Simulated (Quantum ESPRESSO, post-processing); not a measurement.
# F-SiSi-F chair, 1 layer: a series in the field along the normal, part 4 of 4

Wanted: a table for F-SiSi-F chair, 1 layer against the field along the normal, and what can be fitted to it.

Quantum ESPRESSO 7.5; plane-wave DFT, PBE, GBRV ultrasoft pseudopotentials.

So far. Step 2 (Variable-cell relaxation of the reference):  The last row is no step: it is a fresh SCF in the final cell with a new plane-wave basis, -1 meV from the row before. Step 5 (Bands along a path, 0 V/Å): Along this path the valence top lies at Γ and the conduction bottom at Γ.

## 7. Ground state, 0.4 V/Å

m9.scf.in reads:

```
&control
  prefix = 'm9.scf'
  outdir = './out'
  pseudo_dir = './pseudo'
  calculation = 'scf'
  tprnfor = .true.
  tefield = .true.
  dipfield = .true.
/
&system
  ibrav = 0
  nat = 4
  ntyp = 2
  ecutwfc = 40
  ecutrho = 200
  occupations = 'smearing'
  smearing = 'fd'
  degauss = 0.002
  edir = 3
  emaxpos = 0.97
  eopreg = 0.04
  eamp = 0.00777876
  nbnd = 17
/
&electrons
  conv_thr = 1e-09
  mixing_beta = 0.4
  electron_maxstep = 120
  mixing_mode = 'plain'
  startingpot = 'file'
/
ATOMIC_SPECIES
  F   18.9984  f_pbe_v1.4.uspp.F.UPF
  Si  28.0850  si_pbe_v1.uspp.F.UPF
CELL_PARAMETERS angstrom
  3.93816932200000 0.00000000000000 0.00000000000000
  -1.96908466100000 3.41055467700000 0.00000000000000
  0.00000000000000 0.00000000000000 21.10000000000000
ATOMIC_POSITIONS crystal
  F   0.666666666700 0.333333333300 0.405996223100
  Si  0.666666666700 0.333333333300 0.483294441200
  Si  0.333333333300 0.666666666700 0.516705558800
  F   0.333333333300 0.666666666700 0.594003776900
K_POINTS automatic
  12 12 1 0 0 0
```

Started as:

```console
cp -r out/m0.scf.save out/m9.scf.save
OMP_NUM_THREADS=1 mpirun -n 4 pw.x -nk 4 -in m9.scf.in > m9.scf.out
```

What it wrote:

```text
[banner, memory and clock lines left out]
Program PWSCF v.7.5 starts
[...]
number of electrons       =        22.00
     number of Kohn-Sham states=           17
     kinetic-energy cutoff     =      40.0000  Ry
     charge density cutoff     =     200.0000  Ry
[...]
number of k points=    74  Fermi-Dirac smearing, width (Ry)=  0.0020
[...]
Dense  grid:    91259 G-vectors     FFT dimensions: (  36,  36, 180)
[...]
The initial density is read from file :
[...]
negative rho (up, down):  1.055E-03 0.000E+00
[...]
Starting wfcs are   16 randomized atomic wfcs +    1 random wfcs
[...]
negative rho (up, down):  1.054E-03 0.000E+00
[...]
estimated scf accuracy    <       0.01579910 Ry
[...]
negative rho (up, down):  1.054E-03 0.000E+00
[...]
estimated scf accuracy    <       0.00856894 Ry
[...]
negative rho (up, down):  1.054E-03 0.000E+00
[...]
estimated scf accuracy    <       0.00003009 Ry
[...]
negative rho (up, down):  1.054E-03 0.000E+00
[...]
estimated scf accuracy    <       0.00000755 Ry
[...]
negative rho (up, down):  1.054E-03 0.000E+00
[...]
estimated scf accuracy    <       0.00000066 Ry
[...]
negative rho (up, down):  1.054E-03 0.000E+00
[...]
estimated scf accuracy    <       0.00000007 Ry
[...]
negative rho (up, down):  1.054E-03 0.000E+00
[...]
estimated scf accuracy    <       0.00000002 Ry
[...]
negative rho (up, down):  1.054E-03 0.000E+00
[...]
Computed dipole along edir(3) :
        Dipole                0.1855 Ry au,          0.4715 Debye
        Dipole field          0.0012 Ry au,
        E field amplitude [Ha a.u.]:  7.7788E-03
        Potential amp.        0.5022 Ry
        Total length         38.2783 bohr
[...]
the Fermi energy is    -3.6465 ev
!    total energy              =    -116.60791077 Ry
     estimated scf accuracy    <          2.4E-10 Ry
     smearing contrib. (-TS)   =      -0.00000001 Ry
     internal energy E=F+TS    =    -116.60791076 Ry
[...]
one-electron contribution =    -521.99329406 Ry
     hartree contribution      =     266.12133876 Ry
     xc contribution           =     -27.33918247 Ry
     ewald contribution        =     166.60588697 Ry
     electric field correction =      -0.00265996 Ry
     convergence has been achieved in   8 iterations
     negative rho (up, down):  1.054E-03 0.000E+00
[...]
Total force =     0.017671     Total SCF correction =     0.000019
[...]
```

Elapsed: 34 s, on 4 MPI ranks of Intel Xeon Platinum 8488C (Sapphire Rapids), shared host; peak memory 0.78 GiB; 2.3 min of CPU time.

Numbers from this step:

| Quantity | Value |
| --- | --- |
| free energy | -1586.5314 eV |
| Fermi energy | -3.647 eV |
| dipole along the normal | 0.09816 e·Å |
| valence top, on the run's zero | -3.985 eV |
| conduction bottom, on the run's zero | -3.328 eV |
| gap by band count | 0.6575 eV |

## 8. Ground state, -0.4 V/Å

m10.scf.in is the input of step 7 with these lines changed:

```diff
@@ -1,3 +1,3 @@
 &control
-  prefix = 'm9.scf'
+  prefix = 'm10.scf'
   outdir = './out'
@@ -21,3 +21,3 @@
   eopreg = 0.04
-  eamp = 0.00777876
+  eamp = -0.00777876
   nbnd = 17
```

Started as:

```console
cp -r out/m0.scf.save out/m10.scf.save
OMP_NUM_THREADS=1 mpirun -n 4 pw.x -nk 4 -in m10.scf.in > m10.scf.out
```

What it wrote:

```text
[banner, memory and clock lines left out]
Program PWSCF v.7.5 starts
[...]
number of electrons       =        22.00
     number of Kohn-Sham states=           17
     kinetic-energy cutoff     =      40.0000  Ry
     charge density cutoff     =     200.0000  Ry
[...]
number of k points=    74  Fermi-Dirac smearing, width (Ry)=  0.0020
[...]
Dense  grid:    91259 G-vectors     FFT dimensions: (  36,  36, 180)
[...]
The initial density is read from file :
[...]
negative rho (up, down):  1.055E-03 0.000E+00
[...]
Starting wfcs are   16 randomized atomic wfcs +    1 random wfcs
[...]
negative rho (up, down):  1.054E-03 0.000E+00
[...]
estimated scf accuracy    <       0.01579841 Ry
[...]
negative rho (up, down):  1.054E-03 0.000E+00
[...]
estimated scf accuracy    <       0.00859469 Ry
[...]
negative rho (up, down):  1.054E-03 0.000E+00
[...]
estimated scf accuracy    <       0.00002887 Ry
[...]
negative rho (up, down):  1.054E-03 0.000E+00
[...]
estimated scf accuracy    <       0.00000697 Ry
[...]
negative rho (up, down):  1.054E-03 0.000E+00
[...]
estimated scf accuracy    <       0.00000058 Ry
[...]
negative rho (up, down):  1.054E-03 0.000E+00
[...]
estimated scf accuracy    <       0.00000006 Ry
[...]
negative rho (up, down):  1.054E-03 0.000E+00
[...]
estimated scf accuracy    <       0.00000002 Ry
[...]
negative rho (up, down):  1.054E-03 0.000E+00
[...]
Computed dipole along edir(3) :
        Dipole               -0.1855 Ry au,         -0.4716 Debye
        Dipole field         -0.0012 Ry au,
        E field amplitude [Ha a.u.]: -7.7788E-03
        Potential amp.       -0.5022 Ry
        Total length         38.2783 bohr
[...]
the Fermi energy is    -3.7889 ev
!    total energy              =    -116.60791071 Ry
     estimated scf accuracy    <          3.9E-10 Ry
     smearing contrib. (-TS)   =      -0.00000001 Ry
     internal energy E=F+TS    =    -116.60791070 Ry
[...]
one-electron contribution =    -521.99329072 Ry
     hartree contribution      =     266.12133450 Ry
     xc contribution           =     -27.33918114 Ry
     ewald contribution        =     166.60588697 Ry
     electric field correction =      -0.00266030 Ry
     convergence has been achieved in   8 iterations
     negative rho (up, down):  1.054E-03 0.000E+00
[...]
Total force =     0.017676     Total SCF correction =     0.000042
[...]
```

It took 35 s on 4 MPI ranks; peak memory 0.62 GiB; 2.3 min of CPU time.

This step gave:

```
Fermi energy                         : -3.789 eV
dipole along the normal              : -0.09818 e·Å
valence top, on the run's zero       : -4.127 eV
conduction bottom, on the run's zero : -3.470 eV
```

## 9. The series side by side

The series in one table, energies over the lowest:

```
the field along the normal  dipole (e Å)  gap along the path (eV)  upper vacuum line at the top atoms, over the zero (eV)  lower vacuum line at the bottom atoms, over the zero (eV)  energy (eV)
                  -0.4 V/Å      -0.09818                   0.6575                                                   6.397                                                      6.661       0.0000
                  -0.3 V/Å      -0.07364                   0.6592                                                   6.429                                                      6.627       0.0086
                  -0.2 V/Å      -0.04911                   0.6604                                                   6.462                                                      6.593       0.0147
                  -0.1 V/Å      -0.02457                   0.6611                                                   6.494                                                       6.56       0.0184
                 -0.05 V/Å      -0.01224                   0.6613                                                    6.51                                                      6.544       0.0193
                     0 V/Å             0                   0.6614                                                   6.527                                                      6.527       0.0196
                  0.05 V/Å       0.01224                   0.6613                                                   6.544                                                       6.51       0.0193
                   0.1 V/Å       0.02459                   0.6611                                                    6.56                                                      6.494       0.0184
                   0.2 V/Å       0.04911                   0.6604                                                   6.593                                                      6.462       0.0147
                   0.3 V/Å       0.07364                   0.6592                                                   6.627                                                      6.429       0.0086
                   0.4 V/Å       0.09816                   0.6575                                                   6.661                                                      6.397       0.0000
```

## 10. The arithmetic

4πα/A = 180.95 × 0.2456 e Å²/V / 13.431 Å² = 3.31 Å.

In linear response the energy changes by −(p₀ + p)E/2: at 0.2 V/Å, −(0.0000 + 0.0491) × 0.2/2 = -0.0049 eV; the runs give -0.0049 eV.

## 11. Results

```
4πα/A from the weak fields                                                       : 3.31 Å
gap along the path, at -0.4 V/Å and at 0.4 V/Å                                   : 0.66, 0.66 eV
upper vacuum line at the top atoms, over the zero, at -0.4 V/Å and at 0.4 V/Å    : 6.40, 6.66 eV
lower vacuum line at the bottom atoms, over the zero, at -0.4 V/Å and at 0.4 V/Å : 6.66, 6.40 eV
```

In words: The series holds 11 members; 4πα/A from the weak fields: 3.31 Å (PBE, GBRV ultrasoft). The strongest fields leave the weak-field line by 0.1 % of the induced dipole. From -0.4 V/Å to 0.4 V/Å the gap along the path stays within 0.004 eV. From -0.4 V/Å to 0.4 V/Å the upper vacuum line at the top atoms, over the zero rises from 6.40 to 6.66 eV. From -0.4 V/Å to 0.4 V/Å the lower vacuum line at the bottom atoms, over the zero falls from 6.66 to 6.40 eV. Ions are held; semilocal gaps are too small; in strong fields empty levels can belong to the vacuum.

[Logs are printed without paths, hosts, clocks, repeated set-up lines and the standing remarks that a program may print on its own settings, such as how far it seeks lower states.]

[Hosts, paths, dates, database ids (printed as entryN), source tags and the programs' standing remarks are cut or masked in the printed files.]

[Maps of the electrostatic potential energy from Ansatz leave out the sawtooth potential of an applied field or a dipole correction, so their vacuum need not be flat; planar profiles and work functions include it.]
